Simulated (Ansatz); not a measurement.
**Stack of 1T-CrSSe under Ta2NS2 MXene, upper layer turned by 180° in a perpendicular field**

Wanted: the out-of-plane response of the stack of 1T-CrSSe under Ta2NS2 MXene, upper layer turned by 180°. A positive field points along +c.

Program: Ansatz 0.2.0. Level of theory: plane-wave DFT, PBE+U-D3(BJ), Ansatz PAW, in the first sound run; inputs show where later runs differ. Results are calculated unless marked as measured.

This is a report of a sequence of runs, with most program output left out.

### 1. The starting structure

The cell holds 8 atoms: 1 Se, 1 Cr, 3 S, 2 Ta and 1 N. Cell: a = 3.140 Å, b = 3.140 Å, c = 55.593 Å, α = 90.0°, β = 90.0°, γ = 120.0°. Regions: layer 1: 1T-CrSSe, 3 atoms (1 Se, 1 Cr and 1 S); layer 2: Ta2NS2 MXene, 5 atoms (2 S, 2 Ta and 1 N). Vacuum lies along c.

### 2. Relaxing the slab

The starting cell is a guess, so the in-plane lattice and the atoms are relaxed first, with the slab cut off from its images along the normal.

File input.yaml:

```yaml
crystal:
  lattice:
    - [3.13979, 0.0, 0.0]
    - [-1.569895, 2.7191379025, 0.0]
    - [0.0, 0.0, 55.5926244509]
  atoms:
    - { symbol: Se, position: [0.6666666667, 0.3333333333, 0.3894401499] }
    - { symbol: Cr, position: [0.0, 0.0, 0.4198107555], spin: 3.0 }
    - { symbol: S, position: [0.3333333333, 0.6666666667, 0.4460746653] }
    - { symbol: S, position: [0.0, 0.0, 0.5000386584] }
    - { symbol: Ta, position: [0.6666666667, 0.3333333333, 0.5329093557], spin: 1.0 }
    - { symbol: "N", position: [0.3333333333, 0.6666666667, 0.5552992542] }
    - { symbol: Ta, position: [0.0, 0.0, 0.5776891528], spin: 1.0 }
    - { symbol: S, position: [0.6666666667, 0.3333333333, 0.6105598501] }
  periodic: [true, true, false]
magnetization:
  spin_polarized: true
kpoints:
  mp_grid: { grid: [12, 12, 1] }
hamiltonian:
  xc: pbe
  dispersion: d3bj
  hubbard: { sites: [{ species: Cr, l: d, u_eff: 2.0 }] }
scf:
  occupations: { method: fermi_dirac, width: 0.05 }
  convergence: { dr2_threshold: 1.0e-09 }
relax:
  f_tol: 0.004
  max_steps: 90
  cell: {}
output:
  write_potential: true
  write_density: true
  volumetric_format: npy
```

Run with:

```bash
$ ansatz run input.yaml --threads 4 --pin off --max-ram 12288MiB --backend cpu --events-out ev --progress --plain --runs-dir out
```

Run time: 10 min. Hardware: 4 threads of Intel Xeon Gold 6455B (Sapphire Rapids), shared host; peak memory 2 GiB.

Step by step:

```csv
step,energy less that of the first step (eV),largest force component (eV/Å),volume (Å³)
1,0.0000,2.3755,474.62
2,-0.6419,0.9522,486.21
3,-0.9702,0.6766,516.84
4,-1.0245,0.1498,520.15
5,-1.0350,0.1091,522.69
6,-1.0370,0.0221,522.65
7,-1.0373,0.0078,522.38
8,-1.0373,0.0059,522.40
9,-1.0373,0.0063,522.40
10,-1.0373,0.0038,522.40
11*,-1.0521,0.0038,522.40
12,-1.0521,0.0093,523.34
13,-1.0521,0.0050,523.25
14,-1.0521,0.0007,523.24
15*,-1.0523,0.0007,523.24
15*,-1.0523,0.0007,523.24
```

Relaxation steps marked * repeat the geometry before them on a plane-wave basis chosen anew for their cell, so energy and pressure can jump there. Relaxation step 9 was tried and not accepted.

The run keeps the 6 symmetry operations that it works with, so distortions that break them were not tested.

```csv
cell as run,before,after,change
a (Å),3.140,3.297,+5.0 %
b (Å),3.140,3.297,+5.0 %
```

The atoms that moved most (Å, along periodic axes as changes of fractional coordinates times the final cell, across vacuum about the mean position):

```csv
atom,dx,dy,dz,length
S8,0.000,0.000,-0.588,0.588
Cr2,0.000,0.000,0.444,0.444
Se1,0.000,0.000,0.438,0.438
Ta7,0.000,0.000,-0.347,0.347
S3,0.000,0.000,0.301,0.301
N6,0.000,0.000,-0.236,0.236
Ta5,0.000,0.000,-0.131,0.131
S4,0.000,0.000,0.119,0.119
```

This step gave:

```yaml
energy_at_zero_smearing: -31809.4686 eV
total_moment: 2.444 μB
site_moments: -0.2171, 2.598, -0.1735, -0.005363, 2.67e-4, -0.001211, -0.004754, -0.001669 μB
```

Site moment by atom:

```csv
atom,site moment (μB)
Se1,-0.22
Cr2,2.60
S3,-0.17
S4,-0.01
Ta5,0.00
N6,0.00
Ta7,0.00
S8,0.00
```

The lattice constant a goes from 3.140 to 3.297 Å.

### 3. Atoms held, field 0

A sawtooth potential applies the field, turning back in the middle of the vacuum. With the dipole correction the typed value is the field outside the slab. The induced dipole is small, so the SCF threshold is tight.

The cell differs from the one that the last finished run ended in (c 55.593 → 29.267 Å).

File input.yaml:

```yaml
crystal:
  lattice:
    - [3.2966713503, 0.0, 0.0]
    - [-1.6483356752, 2.8550011373, 0.0]
    - [0.0, 0.0, 29.2667937766]
  atoms:
    - { symbol: Se, position: [0.6666666667, 0.3333333333, 0.3075157487], spin: -0.22 }
    - { symbol: Cr, position: [0.0, 0.0, 0.3654005108], spin: 2.6 }
    - { symbol: S, position: [0.3333333333, 0.6666666667, 0.4104079867], spin: -0.17 }
    - { symbol: S, position: [0.0, 0.0, 0.5067081471], spin: -0.01 }
    - { symbol: Ta, position: [0.6666666667, 0.3333333333, 0.5605828546] }
    - { symbol: "N", position: [0.3333333333, 0.6666666667, 0.5995473182] }
    - { symbol: Ta, position: [0.0, 0.0, 0.6382782081] }
    - { symbol: S, position: [0.6666666667, 0.3333333333, 0.6924842513] }
magnetization:
  spin_polarized: true
kpoints:
  mp_grid: { grid: [18, 18, 1] }
  band_path:
    path: [[0, 0, 0], [0.5, 0, 0], [0.33333333, 0.33333333, 0], [0, 0, 0]]
    npoints: 16
hamiltonian:
  xc: pbe
  dispersion: d3bj
  hubbard: { sites: [{ species: Cr, l: d, u_eff: 2.0 }] }
scf:
  occupations: { method: fermi_dirac, width: 0.05 }
  convergence: { dr2_threshold: 1.0e-10 }
efield:
  axis: 3
  dipole_correction: true
  ramp_position: 0.97
  ramp_width: 0.06
  amplitude: 0
output:
  dos: { projected: true, e_range: [-6, 5] }
  bader: true
  write_potential: true
  write_density: true
  volumetric_format: npy
  elf: true
```

Wall time 59 s (4 threads); peak memory 1.7 GiB; 3.8 min of CPU time.

Numbers from this step:

| Quantity | Value |
| --- | --- |
| energy at zero smearing | -31809.4683 eV |
| total moment | 2.489 μB |
| site moments | -0.2003, 2.607, -0.1701, -0.005170, 5.53e-4, -9.39e-4, -0.004257, -0.001542 μB |
| work function, upper face | 5.077 eV |
| work function, lower face | 5.687 eV |
| dipole along the normal | 0.03171 e·Å |
| step between the vacuum levels | -0.6095 eV |

Running mean over a fixed 2.8 Å (it still follows the layers) of the planar mean; the ramp of the sawtooth is left out. Table of electron's electrostatic potential energy less the Fermi level by z:

```csv
z (Å),electron's electrostatic potential energy less the Fermi level (eV)
4,5.69
5,5.68
6,5.63
7,4.62
8,1.16
9,-2.51
10,-5.96
11,-6.86
12,-4.23
13,-0.679
14,-1.12
15,-6.41
16,-11.1
17,-12.7
18,-13.0
19,-11.3
20,-7.15
21,-0.993
22,3.43
23,5.00
24,5.07
25,5.08
26,5.08
```

The density of states has structure finer than the step of the table below, so its rows give means over 0.25 eV, whole bins alone (the curve runs from -6 to 1.99 eV). Peaks (eV: height): total -4.100: 9.06, -3.710: 11.3, -2.970: 12.8, -2.660: 10.6, -2.110: 8.01, -2.060: 9.81, -1.970: 8.41; up -5.010: 4.94, -4.100: 6.35, -3.710: 6.61, -2.970: 8.26, -2.660: 5.05, -2.060: 6.39, -1.620: 5.79; down -5.200: 4.44, -3.880: 4.37, -3.710: 4.66, -2.990: 4.64, -2.660: 5.50, -2.110: 4.57, -1.970: 5.85.

Density of states against energy, zero at the Fermi level; means over each step; values in states/eV a cell:

```csv
energy (eV),total,up,down
-5.75,0.973,0.622,0.351
-5.50,3.70,2.18,1.52
-5.25,5.37,2.62,2.75
-5.00,5.17,3.10,2.06
-4.75,3.00,1.16,1.85
-4.50,4.23,2.40,1.83
-4.25,6.34,3.29,3.04
-4.00,5.43,3.18,2.25
-3.75,7.06,3.49,3.57
-3.50,5.61,2.88,2.74
-3.25,6.01,3.04,2.97
-3.00,8.03,4.83,3.20
-2.75,7.37,4.16,3.21
-2.50,5.92,2.66,3.26
-2.25,5.05,2.80,2.25
-2.00,6.64,3.34,3.30
-1.75,5.95,2.49,3.47
-1.50,3.97,2.39,1.58
-1.25,4.39,2.29,2.10
-1.00,4.06,2.29,1.76
-0.75,3.44,2.30,1.14
-0.50,3.86,2.65,1.21
-0.25,3.01,1.99,1.02
0.00,2.64,1.62,1.02
0.25,2.35,1.46,0.891
0.50,2.13,1.27,0.860
0.75,2.15,1.13,1.02
1.00,3.28,1.86,1.42
1.25,4.02,2.16,1.86
1.50,4.81,2.41,2.40
1.75,4.52,2.76,1.76
```

Projected DOS per atom over height of the atomic layer and energy from the Fermi level. Layers: Se Cr S S Ta N Ta S from below.

Ten even steps from '0' (0.03 states/eV) to '9' (1.88 states/eV), each cell a mean:
```
04105050
00009290
10005150
10002030
20002020
21102020
44201010
45201010
45412021
45411011
88611011
67631012
44652024
36573139
23272128
44462027
43552024
52432024
22421012
11353137
01153024
00000000
```
Columns: height of the atomic layer (Å) from 9 to 20.3 (not evenly spaced); rows upwards: energy from the Fermi level (eV) from -5.96 to 1.96.

Projected DOS per atom, spin up over height of the atomic layer and energy from the Fermi level. Layers: Se Cr S S Ta N Ta S from below.

Ten even steps from '_' (0.02 states/eV) to '@' (1.17 states/eV), each cell a mean:
```
..==::__==__==__
________##..##__
..__..__==..==__
::__..__::__::__
::....__..__..__
::::..__..__::__
==##--__..__..__
::%%--__..__..__
..%%--__..__..__
::##::....__..__
==@@::....__..__
**%%::::..__..::
::++--==::__..--
::@@****::..::##
..==..++::__::**
::++::==::__::++
--==--==::__..--
==----::..__::--
..::::..____....
..::--==::..--++
__..::==::__::--
________________
```
Columns: height of the atomic layer (Å) from 9 to 20.3 (not evenly spaced); rows upwards: energy from the Fermi level (eV) from -5.96 to 1.96.

Projected DOS per atom, spin down over height of the atomic layer and energy from the Fermi level. Layers: Se Cr S S Ta N Ta S from below.

Ten even steps from '0' (0.00 states/eV) to '9' (0.99 states/eV), each cell a mean:
```
03005150
00009290
00005150
00002030
10002020
10002020
30001010
40101010
61412021
51411010
95921011
33931012
52852124
21353138
21272127
51563026
51542024
41431024
21431012
00253136
00053023
00000000
```
Columns: height of the atomic layer (Å) from 9 to 20.3 (not evenly spaced); rows upwards: energy from the Fermi level (eV) from -5.96 to 1.96.

Deep bands are left out, so band numbers here count from the lowest band kept and differ from the log's. The electronic bands at the labelled points (eV, zero at the Fermi level; # counts the bands kept):

```csv
point,up #18,up #19,up #20,up #21,down #15,down #16,down #17,down #18
Γ,-0.59,-0.15,0.77,1.29,-1.15,-0.27,0.74,1.11
halfway,-0.13,0.23,0.64,0.72,-1.10,-0.05,0.23,0.63
M,-0.62,-0.48,0.98,1.61,-1.90,-0.62,0.98,1.60
halfway,-0.75,-0.44,0.99,1.16,-1.85,-1.35,0.99,1.15
K,-0.54,-0.16,-0.14,0.57,-1.92,-0.16,-0.14,0.57
halfway,-0.72,-0.32,0.41,1.35,-0.91,-0.83,-0.73,1.35
Γ,-0.59,-0.15,0.77,1.29,-1.15,-0.27,0.74,1.11
```

Spin density in the ca plane at fractional y = 0.333, with atoms of Se and Ta and S within 0.2 Å of it.

Values in units of 1e-2 e/Å³, 5 rows by 16 columns, each cell a mean:
```
-1.0 -4.1 -1.1  3.2 -0.4 -0.3  0.0  0.0  0.0  0.0  0.0  0.0  0.0  0.0  0.0  0.0
-1.0  1.6 -2.7  0.8 -0.2 -0.1  0.0  0.0  0.1  0.1  0.0  0.0  0.0  0.0  0.0  0.0
-1.0 -4.1 -1.2  2.8 -0.4 -0.3  0.0  0.0  0.0  0.0  0.0  0.0  0.0  0.0  0.0  0.0
-0.3 -1.3  4.8  9.0 -1.0 -0.5  0.0  0.0  0.0  0.0  0.0 -0.1  0.0  0.0  0.0  0.0
-0.2 -1.2  5.4  9.6 -1.0 -0.5  0.0  0.0  0.0  0.0  0.0 -0.1  0.0  0.0  0.0  0.0
```
Columns run along c (16.0 Å, from fractional 0.26 to 0.81 of the cell), rows up along a (3.3 Å). Atoms in or near the plane, at fractional coordinates: Se at (0.31, 0.67), Ta at (0.56, 0.67), S at (0.69, 0.67).

Valence density in the ca plane at fractional y = 0.333, with atoms of Se and Ta and S within 0.2 Å of it. It is the smooth field of the valence electrons, not physical close to the nuclei.

Ten steps, logarithmic in the rise over the least value, from '0' (0 e/Å³) to '9' (28 e/Å³), each cell a mean:
```
00000000000001233211111110000001112343211111
00000000000002467421000000000000124555311111
00000000000012599631000000000000125656411111
00000000000002588621000000000000124565311111
00000000000001345321100100000001113454211111
00000000000000122211111111000011111222111111
00000000000000011111122221100012221111122222
00000000000000001111222221100012221111222222
00000000000000111111111221000011211111121221
```
Columns run along c (16.0 Å, from fractional 0.11 to 0.66 of the cell), rows up along a (3.3 Å). Atoms in or near the plane, at fractional coordinates: Se at (0.31, 0.67), Ta at (0.56, 0.67).

Electrostatic potential energy in the ca plane at fractional y = 0.333, with atoms of Se and Ta and S within 0.2 Å of it. With pseudopotentials it is smooth inside the atoms' cores, unlike the true potential.

Ten even steps from '0' (-34 eV) to '9' (9 eV), each cell a mean:
```
99999999999998644578888999999998875213678777
99999999999997455468999999999999862000378888
99999999999996467548999999999999850000168888
99999999999996466458999999999999851000268888
99999999999998544478889999999999873101578878
99999999999999866788888889999998886545777766
99999999999999999887677778999987788878877545
99999999999999999987667778999987788888876545
99999999999999988887778888999988787767777656
```
Columns run along c (16.0 Å, from fractional 0.11 to 0.66 of the cell; values clipped at the 3rd and 97th percentile), rows up along a (3.3 Å). Atoms in or near the plane, at fractional coordinates: Se at (0.31, 0.67), Ta at (0.56, 0.67).

The work function of the upper face is 5.08 eV.

### 4. Atoms held, field 0.1 V/Å

Changes to input.yaml since step 3:

```diff
@@ -31,8 +31,6 @@
   dipole_correction: true
-  ramp_position: 0.97
-  ramp_width: 0.06
-  amplitude: 0
+  ramp_position: 0.9573
+  ramp_width: 0.0803
+  amplitude: 0.1
 output:
-  dos: { projected: true, e_range: [-6, 5] }
-  bader: true
   write_potential: true
@@ -40,2 +38 @@
   volumetric_format: npy
-  elf: true
```

Run time: 54 s. Hardware: 4 threads; peak memory 1.6 GiB.

The dipole is 0.101 e·Å, 0.0693 e·Å from its value without field.

### 5. Atoms held, field -0.1 V/Å

Changes to input.yaml since step 4:

```diff
@@ -33,3 +33,3 @@
   ramp_width: 0.0803
-  amplitude: 0.1
+  amplitude: -0.1
 output:
```

It took 44 s on 4 threads; peak memory 1.7 GiB; 2.8 min of CPU time.

The dipole is -0.0376 e·Å, -0.0693 e·Å from its value without field.

### 6. Single point, field 0.5 V/Å

Changes to input.yaml since step 5:

```diff
@@ -31,5 +31,5 @@
   dipole_correction: true
-  ramp_position: 0.9573
-  ramp_width: 0.0803
-  amplitude: -0.1
+  ramp_position: 0.9015
+  ramp_width: 0.1919
+  amplitude: 0.5
 output:
```

Elapsed: 46 s, on 4 threads; peak memory 1.7 GiB.

The dipole is 0.378 e·Å, 0.347 e·Å from its value without field.

### 7. Atoms held, field -0.3 V/Å

Changes to input.yaml since step 6:

```diff
@@ -31,6 +31,8 @@
   dipole_correction: true
-  ramp_position: 0.9015
-  ramp_width: 0.1919
-  amplitude: 0.5
+  ramp_position: 0.9548
+  ramp_width: 0.0852
+  amplitude: -0.3
 output:
+  dos: { projected: true, e_range: [-6, 5] }
+  bader: true
   write_potential: true
@@ -38 +40,2 @@
   volumetric_format: npy
+  elf: true
```

It took 58 s on 4 threads; peak memory 1.7 GiB.

The dipole is -0.176 e·Å, -0.208 e·Å from its value without field.

### 8. Response, atoms held

This step: plane-wave DFT, PBE+U-D3(BJ), Ansatz PAW; response to a field along the normal, atoms held (Ansatz 0.2.0).

The dipoles give the slope, and the difference of two potentials shows where the field is screened.

This step gave:

| Item | Value |
| --- | --- |
| equivalent conductor thickness p/(ε₀AE) | 13.32 Å |
| distance between the outer atoms | 11.27 Å |

Dipole of the cell against applied field:

```csv
applied field (V/Å),dipole of the cell (e·Å)
-0.300,-0.176
-0.100,-0.0376
0.000,0.0317
0.100,0.101
0.500,0.378
```

Table of total moment by applied field:

```csv
applied field (V/Å),total moment (μB)
-0.300,2.48
-0.100,2.49
0.000,2.49
0.100,2.49
0.500,2.50
```

Local field over the applied field, running mean. From the potentials at -0.1 and 0.1 V/Å; running mean over 2.5 Å. Local field over applied field against z:

```csv
z (Å),local field over applied field
4.5,0.999
5.0,0.996
5.5,0.987
6.0,0.963
6.5,0.904
7.0,0.791
7.5,0.631
8.0,0.453
8.5,0.271
9.0,0.124
9.5,0.0442
10.0,0.0111
10.5,0.00101
11.0,0.00754
11.5,0.0138
12.0,0.0100
12.5,0.00804
13.0,0.00720
13.5,0.00719
14.0,0.00697
14.5,0.00483
15.0,0.00172
15.5,6.6e-4
16.0,-2.2e-4
16.5,-1.6e-4
17.0,0.00370
17.5,0.0119
18.0,0.0246
18.5,0.0288
19.0,0.0371
19.5,0.0617
20.0,0.124
20.5,0.240
21.0,0.408
21.5,0.589
22.0,0.758
22.5,0.887
23.0,0.957
23.5,0.985
24.0,0.995
24.5,0.999
25.0,1.000
```

Electrons, planar mean, per unit field. The induced electron density by z:

```csv
z (Å),induced electron density (e/Å³ per V/Å)
5,1.8e-5
6,1.7e-4
7,0.00123
8,0.00345
9,0.00118
10,-7.9e-4
11,8.5e-6
12,3.8e-5
13,-6.9e-5
14,8.0e-5
15,1.7e-5
16,-2.8e-5
17,1.6e-4
18,-5.8e-5
19,3.4e-4
20,-9.3e-4
21,-0.00337
22,-0.00150
23,-1.9e-4
24,-1.9e-5
25,-1.6e-6
```

By hand: between -0.1 and 0.1 V/Å the dipole changes by 0.1386 e·Å, a slope of 0.6930 e·Å²/V. A perfect conductor of thickness t has p = ε₀AEt, so t = 180.95 × 0.6930 / 9.412 = 13.32 Å (e/ε₀ = 180.95 V·Å, A in Å²).

The induced dipole is that of a conductor 13.32 Å thick.

### 9. Relaxing in the field, field 0.1 V/Å

This step: plane-wave DFT, PBE+U-D3(BJ), Ansatz PAW (Ansatz 0.2.0).

Now the atoms may follow the field. A weak field makes forces of meV/Å to tens of meV/Å, so the force tolerance is set well below the usual one.

Changes to input.yaml since step 7:

```diff
@@ -17,6 +17,3 @@
 kpoints:
-  mp_grid: { grid: [18, 18, 1] }
-  band_path:
-    path: [[0, 0, 0], [0.5, 0, 0], [0.33333333, 0.33333333, 0], [0, 0, 0]]
-    npoints: 16
+  mp_grid: { grid: [12, 12, 1] }
 hamiltonian:
@@ -31,8 +28,9 @@
   dipole_correction: true
-  ramp_position: 0.9548
-  ramp_width: 0.0852
-  amplitude: -0.3
+  ramp_position: 0.9573
+  ramp_width: 0.0803
+  amplitude: 0.1
+relax:
+  f_tol: 0.001
+  max_steps: 60
 output:
-  dos: { projected: true, e_range: [-6, 5] }
-  bader: true
   write_potential: true
@@ -40,2 +38 @@
   volumetric_format: npy
-  elf: true
```

Elapsed: 63 s, on 4 threads; peak memory 1.2 GiB.

Hardly anything moved in the relaxation; the energy changed by under 0.2 meV an atom.

This step gave:

```
energy at zero smearing : -31809.4778 eV
total moment            : 2.447 μB
site moments            : -0.2159, 2.598, -0.1732, -0.005365, 2.84e-4, -0.001214, -0.004720, -0.001674 μB
dipole along the normal : 0.1015 e·Å
```

The relaxation took 6 steps and lowered the energy by 3.8e-6 eV; the largest force on the free atoms ends at 8.0e-4 eV/Å.

The dipole is 0.101 e·Å, 0.0698 e·Å from its value without field.

### 10. Field on, atoms free, field -0.1 V/Å

The opposite sign, again from the field-free geometry; the difference of the two cancels what relaxes without a field.

Changes to input.yaml since step 9:

```diff
@@ -30,3 +30,3 @@
   ramp_width: 0.0803
-  amplitude: 0.1
+  amplitude: -0.1
 relax:
```

It took 50 s on 4 threads; peak memory 1.1 GiB; 3.2 min of CPU time.

No atom moved by 0.005 Å in the relaxation.

Numbers from this step:

```yaml
energy_at_zero_smearing: -31809.4713 eV
total_moment: 2.440 μB
site_moments: -0.2182, 2.597, -0.1738, -0.005350, 2.54e-4, -0.001202, -0.004776, -0.001661 μB
dipole_along_the_normal: -0.03724 e·Å
```

The relaxation took 4 steps and lowered the energy by 2.8e-6 eV; the largest force on the free atoms ends at 9.5e-4 eV/Å.

The dipole is -0.0372 e·Å, -0.0690 e·Å from its value without field.

(Continued in part 2 of 2.)

[Logs are printed without paths, hosts, clocks, repeated set-up lines and the standing remarks that a program may print on its own settings, such as how far it seeks lower states.]

[Hosts, paths, dates, database ids (printed as entryN), source tags and the programs' standing remarks are cut or masked in the printed files.]

[Maps of the electrostatic potential energy from Ansatz leave out the sawtooth potential of an applied field or a dipole correction, so their vacuum need not be flat; planar profiles and work functions include it.]
